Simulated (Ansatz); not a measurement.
# What NaSbSe3 (model cell, started as cubic perovskite with Sb in the octahedra) distorts into

Aim: this structure of NaSbSe3 (model cell, started as cubic perovskite with Sb in the octahedra) is to be tested for unstable modes, and one is followed downhill.

Method: DFT r2SCAN, scalar-relativistic, plane waves, PAW; PAW set soft_1, in Ansatz 0.2.0.

The structure was built from a prototype and need not be the compound's stable phase.

### 1. Starting point

It takes space group Pm-3m (No. 221, cubic). The conventional cell has a = 5.327 Å, b = 5.327 Å, c = 5.327 Å, α = 90.00°, β = 90.00°, γ = 90.00°. Nearest to Na lie 12 Se at 3.77 Å. Nearest to Sb lie 6 Se at 2.66 Å. Nearest to Se lie 2 Sb at 2.66 Å and 4 Na at 3.77 Å. Farther neighbours and most contacts between anions are not listed.

Structure file:

```cif
data_structure
_symmetry_space_group_name_H-M 'Pm-3m'
_symmetry_Int_Tables_number 221
_cell_length_a 5.3267
_cell_length_b 5.3267
_cell_length_c 5.3267
_cell_angle_alpha 90.000
_cell_angle_beta 90.000
_cell_angle_gamma 90.000
_cell_volume 151.14
loop_
_atom_site_label
_atom_site_type_symbol
_atom_site_symmetry_multiplicity
_atom_site_Wyckoff_symbol
_atom_site_fract_x
_atom_site_fract_y
_atom_site_fract_z
_atom_site_occupancy
Na1 Na 1 a 0.00000 0.00000 0.00000 1
Sb1 Sb 1 b 0.50000 0.50000 0.50000 1
Se1 Se 3 c 0.50000 0.50000 0.00000 1
```

### 2. Zone-centre response

The cell comes from relaxations at this level that are not shown. The zone centre is the only wavevector solved here; it holds the modes that light can see, as far as symmetry allows. No field response is asked, since the mesh shows no gap.

input.yaml reads:

```yaml
crystal:
  lattice:
    - [5.3266782176, 0.0, 0.0]
    - [0.0, 5.3266782176, 0.0]
    - [0.0, 0.0, 5.3266782176]
  atoms:
    - { symbol: Na, position: [0.0, 0.0, 0.0] }
    - { symbol: Sb, position: [0.5, 0.5, 0.5] }
    - { symbol: Se, position: [0.5, 0.5, 0.0] }
    - { symbol: Se, position: [0.5, 0.0, 0.5] }
    - { symbol: Se, position: [0.0, 0.5, 0.5] }
kpoints:
  mp_grid: { grid: [8, 8, 8] }
hamiltonian:
  xc: r2scan
  pseudopotentials: { kind: paw, azcp: { folder: soft_1 } }
scf:
  occupations: { method: methfessel_paxton, width: 0.2 }
output:
  eigenvalues: true
phonons:
  method: dfpt
```

Started as:

```sh
$ ansatz run input.yaml --threads 8 --pin off --max-ram 16384MiB --backend cpu --events-out ev --progress --plain --runs-dir out
```

Numbers of over 12 decimals in the logs are rounded to 6 here.

What it wrote:

```text
Engine: ansatz 0.2.0, aarch64-unknown-linux-gnu
Pseudopotentials: kind: paw
Pseudopotential: Na, paw, valence charge 9, recommended cutoff 500 eV (meta_gga), soft_1/Na.paw.azcp
Pseudopotential: Sb, paw, valence charge 15, recommended cutoff 500 eV (meta_gga), soft_1/Sb.paw.azcp
Pseudopotential: Se, paw, valence charge 16, recommended cutoff 500 eV (meta_gga), soft_1/Se.paw.azcp
Functional definition: r2SCAN
  parameter k0 = 0.174
  parameter k1 = 0.065
  parameter a1 = 4.9479
  exchange = r2scan_x(k0 = k0, k1 = k1, a1 = a1)
  correlation = r2scan_c
Crystal: 5 atoms, lattice volume = 151.137 Å³
Basis set: ecut = 500 eV, 3887 PW (Γ), exchange–correlation on 320×320×320 points (512 copies of the dense FFT grid, shifted against one another)
Bands: 44, of which v1, the nominal top of the filled ones, is band 36 counted from 1 (35 counted from 0)
Symmetry: 48 space group operations
k-points: 170 of 512 (irreducible under 2 space group operations, time reversal used)
Non-local potential: Na, projectors of the file, l = 0: 3, l = 1: 2, l = 2: 1
Non-local potential: Sb, projectors of the file, l = 0: 2, l = 1: 2, l = 2: 2, l = 3: 1
Non-local potential: Se, projectors of the file, l = 0: 2, l = 1: 2, l = 2: 3, l = 3: 1
PAW form: soft (Blöchl's): semilocal exchange-correlation on the pseudo side does not see the compensation charge
PAW frozen core: Na, regenerated for the run's functional (the file was generated under x = pbe(κ = 0.804, μ = 0.219515), c = pbe(β = 0.066725))
PAW frozen core: Sb, regenerated for the run's functional (the file was generated under x = pbe(κ = 0.804, μ = 0.219515), c = pbe(β = 0.066725))
PAW frozen core: Se, regenerated for the run's functional (the file was generated under x = pbe(κ = 0.804, μ = 0.219515), c = pbe(β = 0.066725))
PAW one-centre angular grid: Na, 302 points (default); XC on 317 of its mesh's 2451 points in the sphere
PAW one-centre angular grid: Sb, 590 points (default); XC on 160 Gauss nodes
PAW one-centre angular grid: Se, 590 points (default); XC on 160 Gauss nodes
Initial density: superposition of atomic densities (chi_scale 0.1, normalization cell, long waves kept (reshape's long-wave potential 0.02 eV rms))
Initial wavefunctions: pseudopotential atomic-orbital guess
Functional: x = r2scan, c = r2scan; τ floored in thin density (d = 2e-4 eV/Å³)
iter 1 solved again at ethr=2.98e-3 eV; its pass at ethr=3.10e-3 eV (dr2=2.15e0 eV) is discarded
SCF iter   1: F=—  HF=-24423.683539 eV  |F-HF|=—  |Δ(HF+E_count)|=         —  Δρ=4.10e-2  dr2=2.14e0  dr2_τ=7.66e-3  ethr=2.98e-3  ⟨swp⟩=1.0  Hψ=38603  notcnv=0
preconditioner: auto → LDOS  [metal: Δε(μ)=0.015 eV  Ē_g=9.955 eV  σ=0.200 eV  W_gap=0.06  n_scr=32 (ndim 8)  ℏωp=14.8 eV  f_vac=0.098  D(μ)=3.21/eV (n_scr^D=18)  β→1.0]
SCF iter   2: F=—  HF=-24423.191912 eV  |F-HF|=—  |Δ(HF+E_count)|=   4.92e-1  S|Δr|=    0.00e0  Δρ=2.51e-2  dr2=4.20e-1  dr2_τ=2.53e-3  ethr=2.98e-3  ⟨swp⟩=3.9  Hψ=19256  notcnv=0  defer=115
SCF iter   3: F=—  HF=-24422.939037 eV  |F-HF|=—  |Δ(HF+E_count)|=   2.53e-1  S|Δr|=    0.00e0  Δρ=3.04e-3  dr2=9.96e-3  dr2_τ=1.86e-4  ethr=5.83e-4  ⟨swp⟩=2.0  Hψ=15371  notcnv=0  defer=335
SCF iter   4: F=—  HF=-24422.940881 eV  |F-HF|=—  |Δ(HF+E_count)|=   1.84e-3  S|Δr|=    0.00e0  Δρ=4.01e-4  dr2=3.17e-4  dr2_τ=1.22e-5  ethr=1.38e-5  ⟨swp⟩=2.0  Hψ=13241  notcnv=0  defer=335
SCF iter   5: F=—  HF=-24422.941075 eV  |F-HF|=—  |Δ(HF+E_count)|=   1.94e-4  S|Δr|=    0.00e0  Δρ=4.51e-5  dr2=1.40e-6  dr2_τ=1.47e-7  ethr=4.40e-7  ⟨swp⟩=2.0  Hψ=9211  notcnv=0  defer=335
SCF iter   6: F=—  HF=-24422.941080 eV  |F-HF|=—  |Δ(HF+E_count)|=   4.71e-6  S|Δr|=    0.00e0  Δρ=9.87e-6  dr2=1.65e-7  dr2_τ=8.49e-9  ethr=1.94e-9  ⟨swp⟩=2.1  Hψ=13395  notcnv=0  defer=335
SCF iter   7: F=—  HF=-24422.941080 eV  |F-HF|=—  |Δ(HF+E_count)|=   6.47e-8  S|Δr|=    0.00e0  Δρ=3.65e-6  dr2=1.63e-8  dr2_τ=6.15e-10  ethr=2.29e-10  ⟨swp⟩=2.1  Hψ=13092  notcnv=0  defer=335
SCF iter   8: F=—  HF=-24422.941080 eV  |F-HF|=—  |Δ(HF+E_count)|=   3.18e-8  S|Δr|=    0.00e0  Δρ=8.01e-7  dr2=8.57e-10  dr2_τ=3.13e-11  ethr=2.27e-11  ⟨swp⟩=2.0  Hψ=13349  notcnv=0  defer=335
SCF iter   9: F=—  HF=-24422.941080 eV  |F-HF|=—  |Δ(HF+E_count)|=   1.08e-9  S|Δr|=    0.00e0  Δρ=1.83e-7  dr2=6.53e-11  dr2_τ=7.92e-13  ethr=1.19e-12  ⟨swp⟩=2.0  Hψ=10559  notcnv=0  defer=335
SCF iter  10: F=-24422.941080 eV  HF=-24422.941080 eV  |F-HF|=3.64e-12  |Δ(HF+E_count)|=  1.82e-11  S|Δr|=    0.00e0  Δρ=4.60e-8  dr2=2.61e-12  dr2_τ=1.35e-13  ethr=1.00e-12  ⟨swp⟩=13.6  Hψ=39975  notcnv=0
SCF 1 converged in 10 iterations: F = -24422.941080 eV  dr2 = 2.61e-12
  greatest PAW one-centre occupation: 1.002 electrons in one spin orbital (limit 2), on the Na atom at site 0 (counted from 0), in its partial waves of l = 0
DFPT response loops at Γ: preconditioner auto → none (partly filled bands, converged f_vac=0.199); β = 0.50; Broyden in place of MSR1
SCF converged after 10 iterations
Stability not checked: this state was not tested for a lower state beside it, because cold or Methfessel-Paxton smearing, or corrected tetrahedra, fill the levels in a way that the test cannot read (fill_not_monotonic; see scf.lower_state_search)
Free energy (F): -24422.941080 eV
Harris-Foulkes:  -24422.941080 eV  (|F-HF|=3.64e-12)
Internal energy: -24422.942458 eV  (E = F + TS)
E sigma→0 (E₀):  -24422.941424 eV
Entropy (-TS):   0.001378 eV (0.276 meV/atom)
Fermi energy:    4.696790 eV
--- Per-component energies (eV) ---
  E_band       = -1778.004351
  E_kinetic    = 605.726281
  E_local      = -12475.688275  (includes V_loc(G=0)·N_el)
  E_nonlocal   = -392.883187
  E_hartree    = 5989.267785
  E_xc         = -366.736754
  E_vxc        = -438.249697  (∫ρ·V_xc dr)
  E_paw        = -11289.912074  (= ΣΔE_a)
  E_vpaw       = -1081.154740  (= ΣTr[D̂ρ^β])
  E_aug_tail   = -0.000012  (compensation charges beyond the density's cutoff)
  E_vtau       = 25.709806  (kinetic-family band-sum trace: ∫τ·v_τ [+ j·A + Jᵃ·Aᵃ] dr)
  E_ewald      = -6487.901731
  E_core_change = -4.814490  (= ΣΔE_core)
  E_smearing   = 0.001378  (= −TS)
  E_closure    = -0.000000  (closes the sum)
  Σ components = -24422.941080   (vs F -24422.941080, Δ=0.00e0)
--- Band table (eV; the first three rows and the last of 170) ---
  k-point 0: bands = [... 32 lower, 4.0606, 4.0606, 4.0720, 4.0720, 4.0720, 7.8662, 10.6250, 10.6250, ... 4 higher]
  k-point 1: bands = [... 32 lower, 3.9596, 3.9916, 4.0087, 4.0717, 4.0717, 8.1018, 10.6744, 10.8261, ... 4 higher]
  k-point 2: bands = [... 32 lower, 3.7156, 3.8896, 3.9070, 4.0833, 4.0833, 8.6698, 9.9369, 10.8074, ... 4 higher]
  k-point 169: bands = [... 32 lower, 3.4601, 5.1967, 5.1967, 5.1967, 5.7632, 5.7632, 5.7632, 7.9860, ... 4 higher]
--- Phonons (Γ-DFPT): 4 representative perturbations + reference, on 170 of 512 k-points (Σ response iterations 28) ---
  k mesh reduced under 2 symmetry operations, with k and −k counted as one. Each operation leaves every solved perturbation unchanged. A smaller set is not considered because the functional reads the kinetic-energy density
  ASR residual: 1.163e-4 → 0.000e0 eV/Å²; symmetrization residual: 1.341e-5 eV/Å²
  ASR residual per site (eV/Å²): 1.16e-4 4.94e-5 3.77e-5 3.77e-5 3.77e-5
  Γ frequencies (cm⁻¹): -86.08 -86.08 -86.08 -51.79 -51.79 -51.79 -46.20 -46.20 -46.20 0.00 0.00 0.00 123.75 123.75 123.75
  non-analytic LO–TO correction: not included (Born effective charges unavailable; polar crystals: no LO–TO splitting at Γ)
```

Run time: 4 min. Hardware: 8 threads of Arm Neoverse V2, shared host; peak memory 10 GiB.

The column dr2 measures how far the density is from self-consistency, as an energy; F and HF (Harris–Foulkes) agree once it is small.

This step gave:

* volume per atom: 30.23 Å³
* gap on the k-mesh: 0 eV
* sum-rule residual before enforcement: 1.16e-4 eV/Å²
* point group: m-3m
* highest optical mode at the zone centre (no LO-TO term): 123.8 cm⁻¹
* lowest optical zone-centre mode: -86.08 cm⁻¹

Patterns of degenerate modes are one choice out of their space. Modes at Γ, with each element's share of the kinetic energy (negative means imaginary):

```tsv
mode	frequency (cm⁻¹)	symmetry	Na %	Sb %	Se %
1	-86.1	T1u	27	25	48
2	-86.1	T1u	27	25	48
3	-86.1	T1u	27	25	48
4	-51.8	T2u	0	0	100
5	-51.8	T2u	0	0	100
6	-51.8	T2u	0	0	100
7	-46.2	T1u	67	26	7
8	-46.2	T1u	67	26	7
9	-46.2	T1u	67	26	7
10	0.0	acoustic	6	32	62
11	0.0	acoustic	6	32	62
12	0.0	acoustic	6	32	62
13	123.8	T1u	0	17	83
14	123.8	T1u	0	17	83
15	123.8	T1u	0	17	83
```

Displacements in mode 2 (-86.1 cm⁻¹), the largest set to 1:
```
Na1 -0.06 -0.06  1.00
Sb2 -0.03 -0.02  0.42
Se3  0.03  0.03  0.08
Se4  0.03  0.00 -0.51
Se5  0.00  0.03 -0.51
```

Displacements in mode 14 (123.8 cm⁻¹), the largest set to 1:
```
Na1  0.00  0.09 -0.11
Sb2  0.00  0.30 -0.37
Se3  0.00  0.16  1.00
Se4  0.00 -0.80 -0.20
Se5  0.00  0.16 -0.20
```

Before it was imposed, the acoustic sum rule was missed by 1.2e-4 eV/Å². Small misses are needed for a sound result but don't prove that mesh and cutoff are converged. The lowest optical mode is imaginary, 86.1i cm⁻¹, so the energy falls along it.

### 3. The mode frozen in, largest atomic shift 0 Å

The mode followed lies at Γ with frequency 51.8i cm⁻¹ and is 3-fold degenerate, one of the unstable modes though not the softest. At small amplitude the distorted cell has space group no. 155 by a symmetry search on the positions. The undistorted cell that holds it gives the zero of energy on the same k mesh.

Edit input.yaml of step 2 so:

```diff
@@ -19,4 +19,4 @@
 output:
+  forces: true
+  stress: true
   eigenvalues: true
-phonons:
-  method: dfpt
```

What it wrote:

```text
[...]
Crystal: 5 atoms, lattice volume = 151.137 Å³
Basis set: ecut = 500 eV, 3887 PW (Γ), exchange–correlation on 160×160×160 points (64 copies of the dense FFT grid, shifted against one another)
Bands: 44, of which v1, the nominal top of the filled ones, is band 36 counted from 1 (35 counted from 0)
Symmetry: 48 space group operations
[...]
k-points: 35 of 512
[...]
k-point 0: bands = [... 32 lower, 4.0606, 4.0606, 4.0719, 4.0719, 4.0719, 7.8662, 10.6249, 10.6249, ... 4 higher]
  k-point 1: bands = [... 32 lower, 3.9596, 3.9915, 4.0087, 4.0717, 4.0717, 8.1019, 10.6744, 10.8261, ... 4 higher]
  k-point 2: bands = [... 32 lower, 3.7155, 3.8895, 3.9070, 4.0833, 4.0833, 8.6698, 9.9369, 10.8073, ... 4 higher]
  k-point 34: bands = [... 32 lower, 3.4601, 5.1967, 5.1967, 5.1967, 5.7631, 5.7631, 5.7631, 7.9860, ... 4 higher]
[key lines of the parts left out:]
SCF converged after 7 iterations
Free energy (F): -24422.941079 eV
Fermi energy:    4.696766 eV
P = ⅓ Tr σ = 0.0078 GPa (0.078 kbar)
```

Wall time 4.2 s (8 threads); peak memory 1 GiB.

This step gave:

- pressure: 0.007764 GPa
- energy from the undistorted cell: 0 meV/atom

The run ends at a pressure of 0.01 GPa.

### 4. The mode frozen in, largest atomic shift 0.6 Å

The atoms are moved along the unstable eigenvector, the largest shift by 0.6 Å, with the cell fixed.

input.yaml, the sections that differ from step 3:

```yaml
crystal:
  lattice:
    - [5.3266782176, 0.0, 0.0]
    - [0.0, 5.3266782176, 0.0]
    - [0.0, 0.0, 5.3266782176]
  atoms:
    - { symbol: Na, position: [0.0, 0.0, 0.0] }
    - { symbol: Sb, position: [0.5, 0.5, 0.5] }
    - { symbol: Se, position: [0.4203510985, 0.4203510985, 0.0] }
    - { symbol: Se, position: [0.5796489015, 0.0, 0.5796489015] }
    - { symbol: Se, position: [0.0, 0.5796489015, 0.4203510985] }
# kpoints, hamiltonian, scf, output: as in step 3
```

What it wrote:

```text
[...]
Crystal: 5 atoms, lattice volume = 151.137 Å³
Basis set: ecut = 500 eV, 3887 PW (Γ), exchange–correlation on 160×160×160 points (64 copies of the dense FFT grid, shifted against one another)
Bands: 44, of which v1, the nominal top of the filled ones, is band 36 counted from 1 (35 counted from 0)
Symmetry: 6 space group operations
[...]
k-point 0: bands = [... 32 lower, 3.5853, 3.8073, 3.8073, 4.3494, 4.8879, 8.0227, 9.1112, 9.1112, ... 4 higher]
  k-point 1: bands = [... 32 lower, 3.5211, 3.6398, 4.0232, 4.2060, 5.0078, 8.2264, 8.7438, 9.5701, ... 4 higher]
  k-point 2: bands = [... 32 lower, 3.3783, 3.5506, 3.9083, 4.2736, 5.1566, 8.4028, 8.7754, 9.8670, ... 4 higher]
  k-point 64: bands = [... 32 lower, 3.4532, 3.4699, 5.1532, 5.1532, 6.3388, 6.7970, 7.1597, 7.1597, ... 4 higher]
[key lines of the parts left out:]
SCF converged after 7 iterations
Free energy (F): -24423.500590 eV
Fermi energy:    5.042086 eV
P = ⅓ Tr σ = -0.7882 GPa (-7.882 kbar)
```

It took 10 s on 8 threads; peak memory 1 GiB.

This step gave:

* pressure: -0.7882 GPa
* energy from the undistorted cell: -112.1 meV/atom

The energy, extrapolated to zero smearing, is -112.06 meV/atom against the undistorted cell.

The run ends at a pressure of -0.79 GPa, with forces up to 0.43 eV/Å.

### 5. Energy along the mode, all amplitudes (two of the runs are shown above)

An imaginary frequency means negative curvature, so the energy should fall and then rise again as anharmonic terms take over.

This step gave:

```
depth at the lowest point sampled  : 112.1 meV/atom
largest atomic shift at that point : 0.6 Å
```

Energy from the parent against largest atomic shift:

```tsv
largest atomic shift (Å)	energy from the parent (meV/atom)
0.000	0
0.040	-0.362
0.080	-1.52
0.140	-5.03
0.220	-13.9
0.320	-33.9
0.450	-69.2
0.600	-112
```

Displacement at unit largest shift by atom:

```tsv
atom	x (Å)	y (Å)	z (Å)	size
Na1	0.000	0.000	0.000	0.000
Sb2	0.000	0.000	0.000	0.000
Se3	-0.707	-0.707	0.000	1.000
Se4	0.707	0.000	0.707	1.000
Se5	0.000	0.707	-0.707	1.000
```

The lowest of the steps tried is the last one, at 0.6 Å, 112 meV/atom below the parent; the bottom of the well need not coincide with a step.

(Continued in part 2 of 2.)

[Logs are printed without paths, hosts, clocks, repeated set-up lines and the standing remarks that a program may print on its own settings, such as how far it seeks lower states.]

[Hosts, paths, dates, database ids (printed as entryN), source tags and the programs' standing remarks are cut or masked in the printed files.]
